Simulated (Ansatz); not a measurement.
## LiZrBr3 (built on the sites of a database entry of CsSnBr3): from the cell to its phonons

Aim: the vibrations of LiZrBr3 (built on the sites of a database entry of CsSnBr3), their spectra, and whether the structure is stable.

Calculated with Ansatz 0.2.0; DFT PBEsol, scalar-relativistic, plane waves, norm-conserving pseudopotentials.

This is a report of a sequence of runs, with most program output left out.

The structure was built from a prototype and need not be the compound's stable phase.

### Step 1. Starting point

The structure is cubic, space group Pm-3m (No. 221). The conventional cell has a = 5.013 Å, b = 5.013 Å, c = 5.013 Å, α = 90.00°, β = 90.00°, γ = 90.00°. Nearest to Li lie 12 Br at 3.54 Å. Nearest to Zr lie 6 Br at 2.51 Å. Br has 2 Zr at 2.51 Å nearest. Farther neighbours and most contacts between anions are not listed.

### Step 2. Rough relaxation

The start is far from rest, so a relaxation with loose tolerances brings it close first.

Contents of input.yaml:

```yaml
crystal:
  lattice:
    - [5.01297, 0.0, 0.0]
    - [0.0, 5.01297, 0.0]
    - [0.0, 0.0, 5.01297]
  atoms:
    - { symbol: Li, position: [0.0, 0.0, 0.0] }
    - { symbol: Zr, position: [0.5, 0.5, 0.5] }
    - { symbol: Br, position: [0.5, 0.0, 0.5] }
    - { symbol: Br, position: [0.5, 0.5, 0.0] }
    - { symbol: Br, position: [0.0, 0.5, 0.5] }
kpoints:
  mp_grid: { grid: [4, 4, 4] }
hamiltonian:
  xc: pbesol
  pseudopotentials: { kind: nc }
scf:
  occupations: { method: gaussian, width: 0.1 }
output:
  forces: true
  stress: true
  eigenvalues: true
relax:
  adjacent_minimum: "off"
  f_tol: 0.05
  max_steps: 80
  cell: { stress_tol: 0.5 }
```

On the command line:

```sh
$ ansatz run input.yaml --threads 4 --pin off --max-ram 14336MiB --backend cpu --events-out ev --progress --plain --runs-dir out
```

Run time: 9.4 s. Hardware: 4 threads of Arm Neoverse V1, shared host; peak memory 0.73 GiB; 36 s of CPU time.

Relaxation path:

| step | energy less that of the first step (eV) | largest force component (eV/Å) | pressure (GPa) | volume (Å³) |
| --- | --- | --- | --- | --- |
| 1 | 0.0000 | 0.0000 | 9.95 | 125.98 |
| 2 | -0.5971 | 0.0000 | 1.07 | 145.31 |
| 3 | -0.6083 | 0.0000 | 0.27 | 148.05 |
| 4* | -0.6109 | 0.0000 | 0.31 | 148.05 |

Relaxation steps marked * repeat the geometry before them on a plane-wave basis chosen anew for their cell, so energy and pressure can jump there.

The run keeps the 48 symmetry operations that it works with, so distortions that break them were not tested.

| conventional cell, symmetrised | before | after | change |
| --- | --- | --- | --- |
| a (Å) | 5.013 | 5.290 | +5.5 % |
| b (Å) | 5.013 | 5.290 | +5.5 % |
| c (Å) | 5.013 | 5.290 | +5.5 % |
| volume (Å³/atom) | 25.20 | 29.61 | +17.5 % |

The relaxed structure:

```xyz
5
Lattice="5.2902 0.0000 0.0000 0.0000 5.2902 0.0000 0.0000 0.0000 5.2902" Properties=species:S:1:pos:R:3 pbc="T T T"
Li    0.0000    0.0000    0.0000
Zr    2.6451    2.6451    2.6451
Br    2.6451    0.0000    2.6451
Br    2.6451    2.6451    0.0000
Br    0.0000    2.6451    2.6451
```

Numbers from this step:

* pressure: 0.3051 GPa
* volume per atom: 29.61 Å³
* gap on the k-mesh: 0 eV

In this step the volume went from 25.20 to 29.61 Å³/atom.

### Step 3. Relaxation

The cell and atoms are relaxed, since residual forces and stress would shift the frequencies.

Edit input.yaml of step 2 so:

```diff
@@ -2,5 +2,5 @@
   lattice:
-    - [5.01297, 0.0, 0.0]
-    - [0.0, 5.01297, 0.0]
-    - [0.0, 0.0, 5.01297]
+    - [5.2901796668, 0.0, 0.0]
+    - [0.0, 5.2901796668, 0.0]
+    - [0.0, 0.0, 5.2901796668]
   atoms:
@@ -12,3 +12,3 @@
 kpoints:
-  mp_grid: { grid: [4, 4, 4] }
+  mp_grid: { grid: [8, 8, 8] }
 hamiltonian:
@@ -22,6 +22,10 @@
   eigenvalues: true
+  write_density: true
+  write_potential: true
+  elf: true
+  volumetric_format: npy
 relax:
   adjacent_minimum: "off"
-  f_tol: 0.05
+  f_tol: 0.005
   max_steps: 80
-  cell: { stress_tol: 0.5 }
+  cell: { stress_tol: 0.05 }
```

Elapsed: 18 s, on 4 threads; peak memory 0.89 GiB; 72 s of CPU time.

Little changed from the start: no atom moved by 0.005 Å and no cell edge by 0.1 %.

Numbers from this step:

```
pressure : -0.02619 GPa
```

Electrostatic potential energy in the ac plane at fractional y = 0.500, with atoms of Zr and Br within 0.2 Å of it. With pseudopotentials it is smooth inside the atoms' cores, unlike the true potential.

Ten even steps from '0' (-128 eV) to '9' (9 eV), each cell a mean:
```
999998412699999
999999766899999
999999989999999
999999999999999
999999888999999
579998645799986
148997200589962
037997200489861
368998422689974
889999877899998
999999999999999
999999999999999
999999878999999
999998634799999
999998301599999
```
Columns run along a (5.3 Å; values clipped at the 3rd and 97th percentile), rows up along c (5.3 Å). Atoms in or near the plane, at fractional coordinates: Zr at (0.50, 0.50), Br at (0.50, 0.00), Br at (0.00, 0.50).

ELF in the ac plane at fractional y = 0.500, with atoms of Zr and Br within 0.2 Å of it. It is the smooth field of the valence electrons, not physical close to the nuclei.

Values, 15 rows by 15 columns, each cell a mean:
```
0.01 0.02 0.11 0.44 0.77 0.87 0.64 0.20 0.34 0.81 0.85 0.66 0.27 0.05 0.02
0.06 0.04 0.06 0.25 0.62 0.82 0.83 0.76 0.79 0.85 0.76 0.46 0.13 0.04 0.05
0.32 0.21 0.09 0.11 0.33 0.62 0.73 0.76 0.76 0.70 0.50 0.21 0.08 0.13 0.27
0.69 0.59 0.34 0.15 0.14 0.24 0.29 0.30 0.30 0.27 0.19 0.12 0.21 0.46 0.66
0.86 0.82 0.67 0.35 0.13 0.14 0.24 0.30 0.29 0.20 0.12 0.19 0.50 0.76 0.85
0.76 0.84 0.82 0.53 0.15 0.39 0.75 0.80 0.80 0.65 0.20 0.27 0.70 0.85 0.81
0.15 0.59 0.83 0.59 0.15 0.57 0.76 0.37 0.54 0.80 0.29 0.30 0.76 0.79 0.34
0.03 0.48 0.82 0.60 0.15 0.59 0.70 0.17 0.37 0.80 0.30 0.30 0.76 0.76 0.20
0.50 0.76 0.83 0.56 0.15 0.49 0.81 0.70 0.76 0.75 0.24 0.29 0.73 0.83 0.64
0.87 0.86 0.77 0.45 0.14 0.23 0.49 0.59 0.57 0.39 0.14 0.24 0.62 0.82 0.87
0.80 0.72 0.50 0.22 0.12 0.14 0.15 0.15 0.15 0.15 0.13 0.14 0.33 0.62 0.77
0.50 0.36 0.17 0.10 0.22 0.45 0.56 0.60 0.59 0.53 0.35 0.15 0.11 0.25 0.44
0.14 0.08 0.06 0.17 0.50 0.77 0.83 0.82 0.83 0.82 0.67 0.34 0.09 0.06 0.11
0.02 0.02 0.08 0.36 0.72 0.86 0.76 0.48 0.59 0.84 0.82 0.59 0.21 0.04 0.02
0.01 0.02 0.14 0.50 0.80 0.87 0.50 0.03 0.15 0.76 0.86 0.69 0.32 0.06 0.01
```
Columns run along a (5.3 Å), rows up along c (5.3 Å). Atoms in or near the plane, at fractional coordinates: Zr at (0.50, 0.50), Br at (0.50, 0.00), Br at (0.00, 0.50).

Valence density in the ac plane at fractional y = 0.500, with atoms of Zr and Br within 0.2 Å of it. It is the smooth field of the valence electrons, not physical close to the nuclei.

Values in e/Å³, 15 rows by 15 columns, each cell a mean:
```
0.0 0.0 0.0 0.1 0.3 0.9 1.0 0.5 0.7 1.1 0.6 0.2 0.1 0.0 0.0
0.0 0.0 0.0 0.1 0.2 0.6 1.0 1.1 1.1 0.8 0.4 0.1 0.1 0.0 0.0
0.1 0.1 0.1 0.1 0.1 0.3 0.5 0.7 0.7 0.4 0.2 0.1 0.1 0.1 0.1
0.2 0.2 0.1 0.1 0.1 0.2 0.3 0.4 0.3 0.2 0.1 0.1 0.1 0.1 0.2
0.6 0.5 0.3 0.2 0.1 0.2 0.5 0.7 0.6 0.3 0.2 0.1 0.2 0.4 0.6
1.1 1.0 0.7 0.3 0.2 0.6 2.0 3.0 2.7 1.3 0.3 0.2 0.4 0.8 1.1
0.4 1.0 1.0 0.5 0.3 1.3 3.5 2.6 3.2 2.7 0.6 0.3 0.7 1.1 0.7
0.2 0.9 1.0 0.5 0.4 1.5 3.5 1.7 2.6 3.0 0.7 0.4 0.7 1.1 0.5
0.9 1.1 0.8 0.4 0.3 0.9 2.9 3.5 3.5 2.0 0.5 0.3 0.5 1.0 1.0
1.0 0.8 0.4 0.2 0.2 0.4 0.9 1.5 1.3 0.6 0.2 0.2 0.3 0.6 0.9
0.3 0.3 0.2 0.1 0.1 0.2 0.3 0.4 0.3 0.2 0.1 0.1 0.1 0.2 0.3
0.1 0.1 0.1 0.1 0.1 0.2 0.4 0.5 0.5 0.3 0.2 0.1 0.1 0.1 0.1
0.0 0.0 0.0 0.1 0.2 0.4 0.8 1.0 1.0 0.7 0.3 0.1 0.1 0.0 0.0
0.0 0.0 0.0 0.1 0.3 0.8 1.1 0.9 1.0 1.0 0.5 0.2 0.1 0.0 0.0
0.0 0.0 0.0 0.1 0.3 1.0 0.9 0.2 0.4 1.1 0.6 0.2 0.1 0.0 0.0
```
Columns run along a (5.3 Å), rows up along c (5.3 Å). Atoms in or near the plane, at fractional coordinates: Zr at (0.50, 0.50), Br at (0.50, 0.00), Br at (0.00, 0.50).

In this step the volume went from 29.61 to 29.61 Å³/atom.

### Step 4. Relaxing to small forces for the phonons

Phonons need a cell at rest on their own settings, so the relaxation is repeated with tight tolerances on forces and stress, using the mesh and the filling of the phonon run that follows.

input.yaml, the sections that differ from step 3:

```yaml
scf:
  occupations: { method: methfessel_paxton, width: 0.2 }
output:
  forces: true
  stress: true
  eigenvalues: true
relax:
  adjacent_minimum: "off"
  f_tol: 0.001
  max_steps: 60
  cell: { stress_tol: 0.01 }
# crystal, kpoints, hamiltonian: as in step 3
```

Elapsed: 25 s, on 4 threads; peak memory 0.89 GiB; 97 s of CPU time.

Little changed from the start: no atom moved by 0.005 Å and no cell edge by 0.1 %.

This step gave:

```yaml
pressure: 0.008991 GPa
volume_per_atom: 29.58 Å³
```

The forces vanish by symmetry and the pressure is 0.009 GPa, within the tolerances set. The cell now holds 29.58 Å³/atom.

### Step 5. Linear response at the zone centre

The zone centre comes first: it holds the modes that light can see, as far as symmetry allows. No field response is asked, since the mesh shows no gap.

input.yaml, the sections that differ from step 4:

```yaml
crystal:
  lattice:
    - [5.2880942881, 0.0, 0.0]
    - [0.0, 5.2880942881, 0.0]
    - [0.0, 0.0, 5.2880942881]
  atoms:
    - { symbol: Li, position: [0.0, 0.0, 0.0] }
    - { symbol: Zr, position: [0.5, 0.5, 0.5] }
    - { symbol: Br, position: [0.5, 0.0, 0.5] }
    - { symbol: Br, position: [0.5, 0.5, 0.0] }
    - { symbol: Br, position: [0.0, 0.5, 0.5] }
output:
  eigenvalues: true
phonons:
  method: dfpt
# kpoints, hamiltonian, scf: as in step 4
# relax: removed
```

The job ended after 3.3 min (4 threads; peak memory 4.7 GiB).

Numbers from this step:

* sum-rule residual before enforcement: 3.05e-4 eV/Å²
* point group: m-3m
* highest optical mode at the zone centre (no LO-TO term): 253.8 cm⁻¹
* lowest optical zone-centre mode: -154.0 cm⁻¹

Patterns of degenerate modes are one choice out of their space. Modes at Γ, with each element's share of the kinetic energy (negative means imaginary):

| mode | frequency (cm⁻¹) | symmetry | Li % | Zr % | Br % |
| --- | --- | --- | --- | --- | --- |
| 1 | -154.0 | T1u | 97 | 0 | 3 |
| 2 | -154.0 | T1u | 97 | 0 | 3 |
| 3 | -154.0 | T1u | 97 | 0 | 3 |
| 4 | 0.0 | acoustic | 2 | 27 | 71 |
| 5 | 0.0 | acoustic | 2 | 27 | 71 |
| 6 | 0.0 | acoustic | 2 | 27 | 71 |
| 7 | 39.0 | T2u | 0 | 0 | 100 |
| 8 | 39.0 | T2u | 0 | 0 | 100 |
| 9 | 39.0 | T2u | 0 | 0 | 100 |
| 10 | 86.0 | T1u | 1 | 28 | 71 |
| 11 | 86.0 | T1u | 1 | 28 | 71 |
| 12 | 86.0 | T1u | 1 | 28 | 71 |
| 13 | 253.8 | T1u | 0 | 45 | 55 |
| 14 | 253.8 | T1u | 0 | 45 | 55 |
| 15 | 253.8 | T1u | 0 | 45 | 55 |

Displacements in mode 1 (-154.0 cm⁻¹), the largest set to 1:
```
Li1  0.00  1.00  0.16
Zr2  0.00 -0.01  0.00
Br3  0.00 -0.01 -0.01
Br4  0.00 -0.03  0.00
Br5  0.00 -0.03 -0.01
```

Displacements in mode 15 (253.8 cm⁻¹), the largest set to 1:
```
Li1  0.00  0.01  0.00
Zr2  0.00 -0.84  0.08
Br3  0.00  1.00  0.00
Br4  0.00 -0.02 -0.09
Br5  0.00 -0.02  0.00
```

Before it was imposed, the acoustic sum rule was missed by 3.1e-4 eV/Å². Small misses are needed for a sound result but don't prove that mesh and cutoff are converged. The lowest optical mode is imaginary, 154.0i cm⁻¹, so the energy falls along it.

### Step 6. Phonons on a q mesh

Stability and thermal properties need the whole zone. Linear response on a 2×2×2 q mesh gives force constants as far as a supercell of that size would.

Edit input.yaml of step 5 so:

```diff
@@ -22 +22,8 @@
   method: dfpt
+  qmesh: [2, 2, 2]
+  temperatures: { t_max: 1000, t_step: 50 }
+  qpath:
+    path:
+      - [[0.0, 0.0, 0.0], [0.0, 0.5, 0.0], [0.5, 0.5, 0.0], [0.0, 0.0, 0.0], [0.5, 0.5, 0.5], [0.0, 0.5, 0.0]]
+      - [[0.5, 0.5, 0.5], [0.5, 0.5, 0.0]]
+    npoints: 10
```

Elapsed: 12 min, on 4 threads; peak memory 3.7 GiB; 49 min of CPU time.

This step gave:

```yaml
sum_rule_residual_before_enforcement: 6.73e-5 eV/Å²
lowest_frequency_on_the_path: -154.0 cm⁻¹
highest_frequency_on_the_path_or_at_a_solved_wavevector: 253.8 cm⁻¹
lowest_mode_on_the_q_mesh_acoustic_modes_at_gamma_apart: -154.0 cm⁻¹
```

Frequencies (cm⁻¹) solved at each irreducible wavevector; negative means imaginary. Frequencies by wavevector, by row:

| q in reciprocal lattice units | star | mode 1 | mode 2 | mode 3 | mode 4 | mode 13 | mode 14 | mode 15 |
| --- | --- | --- | --- | --- | --- | --- | --- | --- |
| 0 0 0 | 1 | -154 | -154 | -154 | 0 | 253.8 | 253.8 | 253.8 |
| 0 0 -0.5 | 3 | -149.5 | -149.5 | -117 | -5.9 | 212.8 | 249.1 | 249.1 |
| 0 -0.5 -0.5 | 3 | -144.8 | -136.1 | -136.1 | -46.2 | 211.5 | 216.6 | 243.6 |
| -0.5 -0.5 -0.5 | 1 | -151 | -151 | -151 | -49 | 213.7 | 213.7 | 219.6 |

Interpolated from a 2×2×2 q mesh. Phonon branches along the path, in cm⁻¹:

| point | branch 1 | branch 2 | branch 3 | branch 4 | branch 12 | branch 13 | branch 14 | branch 15 |
| --- | --- | --- | --- | --- | --- | --- | --- | --- |
| Γ | -154 | -154 | -154 | 0 | 86 | 254 | 254 | 254 |
| halfway | -152 | -152 | -137 | -5 | 101 | 236 | 251 | 251 |
| X | -150 | -150 | -117 | -6 | 126 | 213 | 249 | 249 |
| halfway | -147 | -143 | -127 | -32 | 126 | 213 | 233 | 246 |
| M | -145 | -136 | -136 | -46 | 127 | 212 | 217 | 244 |
| halfway | -150 | -141 | -139 | -15 | 101 | 233 | 235 | 249 |
| Γ | -154 | -154 | -154 | 0 | 86 | 254 | 254 | 254 |
| halfway | -143 | -143 | -142 | -24 | 100 | 232 | 232 | 234 |
| R | -151 | -151 | -151 | -49 | 120 | 214 | 214 | 220 |
| halfway | -146 | -145 | -136 | -36 | 125 | 214 | 230 | 232 |
| X | -150 | -150 | -117 | -6 | 126 | 213 | 249 | 249 |
| jump to R | -151 | -151 | -151 | -49 | 120 | 214 | 214 | 220 |
| halfway | -148 | -144 | -144 | -48 | 124 | 213 | 217 | 230 |
| M | -145 | -136 | -136 | -46 | 127 | 212 | 217 | 244 |

Tetrahedra on a 12×12×12 mesh, mean over bins of 5 cm-1. Interpolated from a 2×2×2 q mesh. The phonon density of states by wavenumber; read off at these points:

| wavenumber (cm⁻¹) | phonon density of states (1/cm⁻¹/cell) |
| --- | --- |
| -152 | 0.0381 |
| -148 | 0.255 |
| -138 | 0.0891 |
| -122 | 0.0123 |
| -112 | 0 |
| -98 | 0 |
| -82 | 0 |
| -68 | 0 |
| -52 | 0 |
| -42 | 0.0441 |
| -28 | 0.0308 |
| -12 | 0.0204 |
| 2 | 0.0341 |
| 18 | 0.0477 |
| 28 | 0.0467 |
| 42 | 0.0343 |
| 58 | 0.0721 |
| 72 | 0.108 |
| 78 | 0.117 |
| 82 | 0.104 |
| 98 | 0.0386 |
| 112 | 0.0470 |
| 122 | 0.0914 |
| 128 | 0.0210 |
| 142 | 0 |
| 152 | 0 |
| 168 | 0 |
| 182 | 0 |
| 198 | 0 |
| 212 | 0.0546 |
| 218 | 0.0871 |
| 222 | 0.0716 |
| 238 | 0.0607 |
| 248 | 0.0966 |
| 252 | 0.0234 |

(Part 1 of 2 ends here.)

[Logs are printed without paths, hosts, clocks, repeated set-up lines and the standing remarks that a program may print on its own settings, such as how far it seeks lower states.]

[Hosts, paths, dates, database ids (printed as entryN), source tags and the programs' standing remarks are cut or masked in the printed files.]
